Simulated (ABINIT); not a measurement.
# InBiS3 (Pm-3m): zone-centre phonons

Which modes does InBiS3 (Pm-3m) have at the zone centre?

Program: ABINIT 10.8.3. Level of theory: DFT LDA, scalar-relativistic, plane waves, HGH norm-conserving pseudopotentials. Results are calculated unless marked as measured.

The structure was built from a prototype and need not be the compound's stable phase.

## (1) The structure

Symmetry: Pm-3m, No. 221, cubic system. The conventional cell has a = 5.174 Å, b = 5.174 Å, c = 5.174 Å, α = 90.00°, β = 90.00°, γ = 90.00°. Nearest to Bi lie 12 S at 3.66 Å. Nearest to In lie 6 S at 2.59 Å. Nearest to S lie 2 In at 2.59 Å. Farther neighbours and most contacts between anions are not listed.

## (2) A probe with smearing

A first run with smearing and empty bands tells whether the crystal has a gap, which decides between fixed occupations and smearing later on.

The input, probe.abi:

```
# ground state
tolvrs 1.0d-08
prtden 1
prtwf 1

# basis, mesh and filling
ecut 24.0
ixc 7
ngkpt 4 4 4
nshiftk 1
shiftk 0.0 0.0 0.0
istwfk *1
occopt 7
tsmear 0.005
nband 20
nstep 100
diemac 9.0
prtebands 0
prtgsr 0

# cell and atoms
acell 9.778198859 9.778198859 9.778198859
rprim 
    1.0 0.0 0.0
    0.0 1.0 0.0
    0.0 0.0 1.0
ntypat 3
znucl 83 49 16
natom 5
typat 1 2 3 3 3
xred 
    0.0 0.0 0.0
    0.5 0.5 0.5
    0.5 0.5 0.0
    0.5 0.0 0.5
    0.0 0.5 0.5
pp_dirpath "./pseudo"
pseudos "Bi.hgh, In.hgh, S.hgh"
```

Run with:

```sh
$ OMP_NUM_THREADS=1 mpirun -n 4 abinit probe.abi > probe.log
```

Numbers of over 12 decimals in the logs are rounded to 6 here.

probe.abo, the main output file:

```text
[banners, grids, parts of the stress and lines that vanish by symmetry left out]
- input  file    -> probe.abi
- output file    -> probe.abo
- root for input  files -> probei
[...]
Symmetries : space group Pm -3 m (#221); Bravais cP (primitive cubic)
[...]
mpw =        5294          nfft =       91125          nkpt =          10
[...]
== DATASET  1 ==================================================================
[...]
cutoff_energies: {ecut:  24.0, pawecutdg:  -1.0, }
[...]
Exchange-correlation functional for the present dataset will be:
  LDA: Perdew-Wang 92 LSD fit to Ceperley-Alder data - ixc=7
[...]
ETOT  1  -37.737805854605    -3.774E+01 2.664E-02 3.667E+03
 ETOT  2  -37.824662107736    -8.686E-02 1.453E-02 1.939E+03
 ETOT  3  -38.222074360122    -3.974E-01 4.470E-03 6.529E+02
 ETOT  4  -38.342792969443    -1.207E-01 4.789E-04 1.679E+00
 ETOT  5  -38.342843972348    -5.100E-05 4.437E-04 1.281E+00
[...]
ETOT 10  -38.343096626037    -1.824E-08 5.119E-05 8.399E-07
 ETOT 11  -38.343096626189    -1.523E-10 4.831E-05 8.166E-12
 At SCF step   11       vres2   =  8.17E-12 < tolvrs=  1.00E-08 =>converged.
[...]
sigma(1 1)=  3.53875101E-04  sigma(3 2)=  0.00000000E+00
  sigma(2 2)=  3.53875101E-04  sigma(3 1)=  0.00000000E+00
  sigma(3 3)=  3.53875101E-04  sigma(2 1)=  0.00000000E+00
[...]
convergence: {deltae: -1.523E-10, res2:  8.166E-12, residm:  4.831E-05, diffor: null, }
etotal    :  -3.83430966E+01
[...]
sigma(1 1)=  3.53875101E-04  sigma(3 2)=  0.00000000E+00
  sigma(2 2)=  3.53875101E-04  sigma(3 1)=  0.00000000E+00
  sigma(3 3)=  3.53875101E-04  sigma(2 1)=  0.00000000E+00
[...]
- sigma(1 1)=  1.04113649E+01  sigma(3 2)=  0.00000000E+00
- sigma(2 2)=  1.04113649E+01  sigma(3 1)=  0.00000000E+00
- sigma(3 3)=  1.04113649E+01  sigma(2 1)=  0.00000000E+00
[...]
fcart     -0.0000000000E+00 -0.0000000000E+00 -0.0000000000E+00
           strten      3.5387510061E-04  3.5387510061E-04  3.5387510061E-04
================================================================================

[key lines of the parts left out:]
pressure_GPa:  -1.0411E+01
```

Run time: 13 s. Hardware: 4 MPI ranks of Arm Neoverse V1, shared host; 53 s of CPU time.

This step gave:

```
volume per atom   : 27.71 Å³
pressure          : -10.41 GPa
gap on the k-mesh : 0 eV
```

No gap opens on this mesh, so smearing is kept; the printed pressure holds the stress of the finite basis too.

## (3) Rough relaxation

The typed start is rough, so a first relaxation with smearing and loose thresholds takes it towards rest cheaply.

The input, prerelax.abi:

```
# relaxation
ionmov 2
optcell 2
dilatmx 1.15
chkdilatmx 0
ntime 40
tolmxf 3.0d-04
tolvrs 1.0d-10
prtwf 0
prtden 0
chksymtnons 0

# basis, mesh and filling
ecut 25.0
ecutsm 3.0
ixc 7
ngkpt 4 4 4
nshiftk 1
shiftk 0.0 0.0 0.0
istwfk *1
occopt 7
tsmear 0.005
nband 20
nstep 100
diemac 1000000.0
prtebands 0
prtgsr 0

# cell and atoms
acell 9.778198859 9.778198859 9.778198859
rprim 
    1.0 0.0 0.0
    0.0 1.0 0.0
    0.0 0.0 1.0
ntypat 3
znucl 83 49 16
natom 5
typat 1 2 3 3 3
xred 
    0.0 0.0 0.0
    0.5 0.5 0.5
    0.5 0.5 0.0
    0.5 0.0 0.5
    0.0 0.5 0.5
pp_dirpath "./pseudo"
pseudos "Bi.hgh, In.hgh, S.hgh"
```

Run with:

```sh
$ OMP_NUM_THREADS=1 mpirun -n 4 abinit prerelax.abi > prerelax.log
```

prerelax.abo, the main output file:

```text
[banners, grids, parts of the stress and lines that vanish by symmetry left out]
- input  file    -> prerelax.abi
- output file    -> prerelax.abo
- root for input  files -> prerelaxi
[...]
Symmetries : space group Pm -3 m (#221); Bravais cP (primitive cubic)
[...]
mpw =        8529          nfft =      157464          nkpt =          10
[...]
== DATASET  1 ==================================================================
[...]
cutoff_energies: {ecut:  25.0, pawecutdg:  -1.0, }
[...]
Exchange-correlation functional for the present dataset will be:
  LDA: Perdew-Wang 92 LSD fit to Ceperley-Alder data - ixc=7
[...]
ETOT  1  -37.739453882804    -3.774E+01 3.017E-02 6.310E+03
 ETOT  2  -38.176599797429    -4.371E-01 6.523E-03 8.338E+02
 ETOT  3  -38.260919406326    -8.432E-02 2.808E-03 7.522E+02
 ETOT  4  -38.201571353187     5.935E-02 3.341E-03 1.203E+03
[...]
ETOT  7  -38.381138848264    -1.108E-12 7.022E-06 9.501E-12
 At SCF step    7       vres2   =  9.50E-12 < tolvrs=  1.00E-10 =>converged.
[...]
sigma(1 1)= -8.97927128E-08  sigma(3 2)=  0.00000000E+00
  sigma(2 2)= -8.97927128E-08  sigma(3 1)=  0.00000000E+00
  sigma(3 3)= -8.97927128E-08  sigma(2 1)=  0.00000000E+00
[...]
convergence: {deltae: -1.108E-12, res2:  9.501E-12, residm:  7.022E-06, diffor: null, }
etotal    :  -3.83811388E+01
[...]
At Broyd/MD step   6, gradients are converged :
[...]
sigma(1 1)= -8.97927128E-08  sigma(3 2)=  0.00000000E+00
  sigma(2 2)= -8.97927128E-08  sigma(3 1)=  0.00000000E+00
  sigma(3 3)= -8.97927128E-08  sigma(2 1)=  0.00000000E+00
[...]
- sigma(1 1)= -2.64179282E-03  sigma(3 2)=  0.00000000E+00
- sigma(2 2)= -2.64179282E-03  sigma(3 1)=  0.00000000E+00
- sigma(3 3)= -2.64179282E-03  sigma(2 1)=  0.00000000E+00
[...]
fcart     -0.0000000000E+00 -0.0000000000E+00 -0.0000000000E+00
           strten     -8.9792712776E-08 -8.9792712773E-08 -8.9792712770E-08
================================================================================

[key lines of the parts left out:]
pressure_GPa:   2.6418E-03
Total energy (etotal) [Ha]= -3.83811388482643E+01
```

Run time: 1.8 min. Hardware: 4 MPI ranks; 7.2 min of CPU time.

Relaxation path:

| step | energy less that of the first step (eV) | largest force (eV/Å) | volume (Å³) |
| --- | --- | --- | --- |
| 1 | 0.0000 | 0.0000 | 138.54 |
| 2 | -0.2519 | 0.0000 | 134.35 |
| 3 | -0.8422 | 0.0000 | 101.95 |
| 4 | -1.0312 | 0.0000 | 113.79 |
| 5 | -1.0444 | 0.0000 | 111.47 |
| 6 | -1.0446 | 0.0000 | 111.17 |

| conventional cell, symmetrised | before | after | change |
| --- | --- | --- | --- |
| a (Å) | 5.174 | 4.808 | -7.1 % |
| b (Å) | 5.174 | 4.808 | -7.1 % |
| c (Å) | 5.174 | 4.808 | -7.1 % |
| volume (Å³/atom) | 27.71 | 22.23 | -19.8 % |

The relaxed structure:

```cif
data_structure
_symmetry_space_group_name_H-M 'P 1'
_symmetry_Int_Tables_number 1
_cell_length_a 4.8084
_cell_length_b 4.8084
_cell_length_c 4.8084
_cell_angle_alpha 90.000
_cell_angle_beta 90.000
_cell_angle_gamma 90.000
_cell_volume 111.17
loop_
_atom_site_label
_atom_site_type_symbol
_atom_site_fract_x
_atom_site_fract_y
_atom_site_fract_z
_atom_site_occupancy
Bi1 Bi 0.00000 0.00000 0.00000 1
In2 In 0.50000 0.50000 0.50000 1
S3 S 0.50000 0.50000 0.00000 1
S4 S 0.50000 0.00000 0.50000 1
S5 S 0.00000 0.50000 0.50000 1
```

Numbers from this step:

```
volume per atom : 22.23 Å³
pressure        : 0.002642 GPa
```

The volume changes by -19.8 % in this run and stands -19.8 % from the first cell.

## (4) Rough relaxation

The cell changed much, so the rough relaxation is repeated on a basis made for the new cell.

Edit prerelax.abi of step 3 so:

```diff
@@ -29,3 +29,3 @@
 # cell and atoms
-acell 9.778198859 9.778198859 9.778198859
+acell 9.086555288 9.086555288 9.086555288
 rprim
```

prerelax.abo, the main output file:

```text
[banners, grids, parts of the stress and lines that vanish by symmetry left out]
- input  file    -> prerelax.abi
- output file    -> prerelax.abo
- root for input  files -> prerelaxi
[...]
Symmetries : space group Pm -3 m (#221); Bravais cP (primitive cubic)
[...]
mpw =        6859          nfft =      110592          nkpt =          10
[...]
== DATASET  1 ==================================================================
[...]
cutoff_energies: {ecut:  25.0, pawecutdg:  -1.0, }
[...]
Exchange-correlation functional for the present dataset will be:
  LDA: Perdew-Wang 92 LSD fit to Ceperley-Alder data - ixc=7
[...]
ETOT  1  -37.826438564532    -3.783E+01 2.478E-02 4.697E+03
 ETOT  2  -38.309020969586    -4.826E-01 6.643E-03 2.870E+02
 ETOT  3  -38.362524167067    -5.350E-02 1.477E-03 1.469E+02
 ETOT  4  -38.370654345063    -8.130E-03 1.216E-03 7.940E+01
 ETOT  5  -38.381077536151    -1.042E-02 4.933E-04 3.304E-01
[...]
ETOT 11  -38.381138932330    -2.979E-11 5.103E-05 3.418E-10
 ETOT 12  -38.381138932329     9.805E-13 7.399E-05 6.140E-11
 At SCF step   12       vres2   =  6.14E-11 < tolvrs=  1.00E-10 =>converged.
[...]
sigma(1 1)= -8.98249645E-08  sigma(3 2)=  0.00000000E+00
  sigma(2 2)= -8.98249645E-08  sigma(3 1)=  0.00000000E+00
  sigma(3 3)= -8.98249645E-08  sigma(2 1)=  0.00000000E+00
[...]
convergence: {deltae:  9.805E-13, res2:  6.140E-11, residm:  7.399E-05, diffor: null, }
etotal    :  -3.83811389E+01
[...]
At Broyd/MD step   1, gradients are converged :
[...]
sigma(1 1)= -8.98249645E-08  sigma(3 2)=  0.00000000E+00
  sigma(2 2)= -8.98249645E-08  sigma(3 1)=  0.00000000E+00
  sigma(3 3)= -8.98249645E-08  sigma(2 1)=  0.00000000E+00
[...]
- sigma(1 1)= -2.64274170E-03  sigma(3 2)=  0.00000000E+00
- sigma(2 2)= -2.64274170E-03  sigma(3 1)=  0.00000000E+00
- sigma(3 3)= -2.64274170E-03  sigma(2 1)=  0.00000000E+00
[...]
fcart     -0.0000000000E+00 -0.0000000000E+00 -0.0000000000E+00
           strten     -8.9824964514E-08 -8.9824964516E-08 -8.9824964516E-08
================================================================================

[key lines of the parts left out:]
pressure_GPa:   2.6427E-03
Total energy (etotal) [Ha]= -3.83811389323292E+01
```

Elapsed: 15 s, on 4 MPI ranks; 60 s of CPU time.

Little changed from the start: no atom moved by 0.005 Å and no cell edge by 0.1 %.

Read from the output:

```yaml
pressure: 0.002643 GPa
```

The volume changes by +0.0 % in this run and stands -19.8 % from the first cell.

## (5) Relaxation

The harmonic expansion needs vanishing forces, and a free crystal bears no stress, so cell and atoms are brought to rest. Stress is more sensitive to the basis than forces are: the last 3 Ha under the cutoff are smoothed with ecutsm, and the cutoff is raised above that of the later runs.

relax.abi, as its differences from prerelax.abi of step 4:

```diff
@@ -3,7 +3,6 @@
 optcell 2
-dilatmx 1.15
-chkdilatmx 0
+dilatmx 1.08
 ntime 40
-tolmxf 3.0d-04
-tolvrs 1.0d-10
+tolmxf 1.0d-05
+tolvrs 1.0d-14
 prtwf 0
@@ -13,6 +12,6 @@
 # basis, mesh and filling
-ecut 25.0
+ecut 31.0
 ecutsm 3.0
 ixc 7
-ngkpt 4 4 4
+ngkpt 6 6 6
 nshiftk 1
@@ -21,3 +20,3 @@
 occopt 7
-tsmear 0.005
+tsmear 0.01
 nband 20
```

Run with:

```sh
$ OMP_NUM_THREADS=1 mpirun -n 4 abinit relax.abi > relax.log
```

relax.abo, the main output file:

```text
[banners, grids, parts of the stress and lines that vanish by symmetry left out]
- input  file    -> relax.abi
- output file    -> relax.abo
- root for input  files -> relaxi
[...]
Symmetries : space group Pm -3 m (#221); Bravais cP (primitive cubic)
[...]
mpw =        7814          nfft =      125000          nkpt =          20
[...]
== DATASET  1 ==================================================================
[...]
cutoff_energies: {ecut:  31.0, pawecutdg:  -1.0, }
[...]
Exchange-correlation functional for the present dataset will be:
  LDA: Perdew-Wang 92 LSD fit to Ceperley-Alder data - ixc=7
[...]
ETOT  1  -37.828013436576    -3.783E+01 2.886E-02 5.311E+03
 ETOT  2  -38.292227184342    -4.642E-01 1.082E-02 3.923E+02
 ETOT  3  -38.345161121953    -5.293E-02 3.319E-03 3.078E+02
 ETOT  4  -38.344735558043     4.256E-04 5.375E-03 2.815E+02
 ETOT  5  -38.381678563099    -3.694E-02 7.145E-04 8.117E-02
[...]
At SCF step   13       vres2   =  2.40E-16 < tolvrs=  1.00E-14 =>converged.
[...]
sigma(1 1)= -7.32002107E-06  sigma(3 2)=  0.00000000E+00
  sigma(2 2)= -7.32002107E-06  sigma(3 1)=  0.00000000E+00
  sigma(3 3)= -7.32002107E-06  sigma(2 1)=  0.00000000E+00
[...]
convergence: {deltae: -4.832E-13, res2:  2.403E-16, residm:  8.845E-05, diffor: null, }
etotal    :  -3.83816884E+01
[...]
ETOT  1  -38.381680228899    -3.838E+01 1.127E-04 8.429E-02
[...]
At SCF step    9       vres2   =  4.87E-16 < tolvrs=  1.00E-14 =>converged.
[...]
sigma(1 1)= -5.63531806E-06  sigma(3 2)=  0.00000000E+00
  sigma(2 2)= -5.63531806E-06  sigma(3 1)=  0.00000000E+00
  sigma(3 3)= -5.63531806E-06  sigma(2 1)=  0.00000000E+00
[...]
convergence: {deltae: -1.464E-12, res2:  4.866E-16, residm:  3.398E-05, diffor: null, }
etotal    :  -3.83816916E+01
[...]
ETOT  1  -38.381567051331    -3.838E+01 2.777E-05 9.594E-01
[...]
ETOT  8  -38.381696245136    -7.319E-13 6.046E-06 1.136E-13
 ETOT  9  -38.381696245134     1.428E-12 4.189E-06 5.724E-15
 At SCF step    9       vres2   =  5.72E-15 < tolvrs=  1.00E-14 =>converged.
[...]
sigma(1 1)= -2.25186364E-08  sigma(3 2)=  0.00000000E+00
  sigma(2 2)= -2.25186364E-08  sigma(3 1)=  0.00000000E+00
  sigma(3 3)= -2.25186364E-08  sigma(2 1)=  0.00000000E+00
[...]
convergence: {deltae:  1.428E-12, res2:  5.724E-15, residm:  4.189E-06, diffor: null, }
etotal    :  -3.83816962E+01
[...]
At Broyd/MD step   3, gradients are converged :
[...]
sigma(1 1)= -2.25186364E-08  sigma(3 2)=  0.00000000E+00
  sigma(2 2)= -2.25186364E-08  sigma(3 1)=  0.00000000E+00
  sigma(3 3)= -2.25186364E-08  sigma(2 1)=  0.00000000E+00
[...]
- sigma(1 1)= -6.62521157E-04  sigma(3 2)=  0.00000000E+00
- sigma(2 2)= -6.62521157E-04  sigma(3 1)=  0.00000000E+00
- sigma(3 3)= -6.62521157E-04  sigma(2 1)=  0.00000000E+00
[...]
fcart     -0.0000000000E+00 -0.0000000000E+00 -0.0000000000E+00
           strten     -2.2518636429E-08 -2.2518636426E-08 -2.2518636426E-08
================================================================================

[key lines of the parts left out:]
pressure_GPa:   6.6252E-04
Total energy (etotal) [Ha]= -3.83816962451341E+01
```

The job ended after 80 s (4 MPI ranks; 5.3 min of CPU time).

Little changed from the start: no atom moved by 0.005 Å and no cell edge by 0.1 %.

Read from the output:

```yaml
volume_per_atom: 22.30 Å³
pressure: 6.63e-4 GPa
```

The volume changes by +0.3 % in this run and stands -19.5 % from the first cell.

## (6) Self-consistent run for the response

First-order wavefunctions inherit every error of the ground state, hence the very tight tolvrs. Smearing stays on, as the first look found no gap above 0.3 eV.

The input, gs.abi:

```
# ground state
tolvrs 1.0d-16
prtden 1
prtwf 1

# basis, mesh and filling
ecut 24.0
ixc 7
ngkpt 6 6 6
nshiftk 1
shiftk 0.0 0.0 0.0
istwfk *1
occopt 7
tsmear 0.01
nband 20
nstep 100
diemac 1000000.0
prtebands 0
prtgsr 0

# cell and atoms
acell 9.095244495 9.095244495 9.095244495
rprim 
    1.0 0.0 0.0
    0.0 1.0 0.0
    0.0 0.0 1.0
ntypat 3
znucl 83 49 16
natom 5
typat 1 2 3 3 3
xred 
    0.0 0.0 0.0
    0.5 0.5 0.5
    0.5 0.5 0.0
    0.5 0.0 0.5
    0.0 0.5 0.5
pp_dirpath "./pseudo"
pseudos "Bi.hgh, In.hgh, S.hgh"
```

Run with:

```sh
$ OMP_NUM_THREADS=1 mpirun -n 4 abinit gs.abi > gs.log
```

gs.abo, the main output file:

```text
[banners, grids, parts of the stress and lines that vanish by symmetry left out]
- input  file    -> gs.abi
- output file    -> gs.abo
- root for input  files -> gsi
[...]
Symmetries : space group Pm -3 m (#221); Bravais cP (primitive cubic)
[...]
mpw =        4260          nfft =       91125          nkpt =          20
[...]
== DATASET  1 ==================================================================
[...]
cutoff_energies: {ecut:  24.0, pawecutdg:  -1.0, }
[...]
Exchange-correlation functional for the present dataset will be:
  LDA: Perdew-Wang 92 LSD fit to Ceperley-Alder data - ixc=7
[...]
ETOT  1  -37.833174060159    -3.783E+01 2.688E-02 3.839E+03
 ETOT  2  -38.290797756160    -4.576E-01 7.849E-03 2.797E+02
 ETOT  3  -38.342035717861    -5.124E-02 2.650E-03 2.247E+02
 ETOT  4  -38.340387618471     1.648E-03 4.040E-03 2.124E+02
 ETOT  5  -38.378690860564    -3.830E-02 9.181E-04 6.056E-02
[...]
ETOT 13  -38.378701424077     0.000E+00 3.679E-05 2.604E-16
 ETOT 14  -38.378701424075     1.386E-12 7.580E-05 3.898E-18
 At SCF step   14       vres2   =  3.90E-18 < tolvrs=  1.00E-16 =>converged.
[...]
sigma(1 1)=  1.72071325E-05  sigma(3 2)=  0.00000000E+00
  sigma(2 2)=  1.72071325E-05  sigma(3 1)=  0.00000000E+00
  sigma(3 3)=  1.72071325E-05  sigma(2 1)=  0.00000000E+00
[...]
convergence: {deltae:  1.386E-12, res2:  3.898E-18, residm:  7.580E-05, diffor: null, }
etotal    :  -3.83787014E+01
[...]
sigma(1 1)=  1.72071325E-05  sigma(3 2)=  0.00000000E+00
  sigma(2 2)=  1.72071325E-05  sigma(3 1)=  0.00000000E+00
  sigma(3 3)=  1.72071325E-05  sigma(2 1)=  0.00000000E+00
[...]
- sigma(1 1)=  5.06251317E-01  sigma(3 2)=  0.00000000E+00
- sigma(2 2)=  5.06251317E-01  sigma(3 1)=  0.00000000E+00
- sigma(3 3)=  5.06251317E-01  sigma(2 1)=  0.00000000E+00
[...]
fcart     -0.0000000000E+00 -0.0000000000E+00 -0.0000000000E+00
           strten      1.7207132530E-05  1.7207132530E-05  1.7207132530E-05
================================================================================

[key lines of the parts left out:]
pressure_GPa:  -5.0625E-01
```

The job ended after 23 s (4 MPI ranks; 93 s of CPU time).

Numbers from this step:

```
pressure : -0.5063 GPa
```

The cell stands at -0.51 GPa: the relaxation ran with a smoothed and higher cutoff, and the difference is a stress of the finite basis.

(Continued in part 2 of 4.)

[Host names and launcher messages were left out of these logs when they were recorded.]

[Logs are printed without paths, hosts, clocks, repeated set-up lines and the standing remarks that a program may print on its own settings, such as how far it seeks lower states.]

[Hosts, paths, dates, database ids (printed as entryN), source tags and the programs' standing remarks are cut or masked in the printed files.]
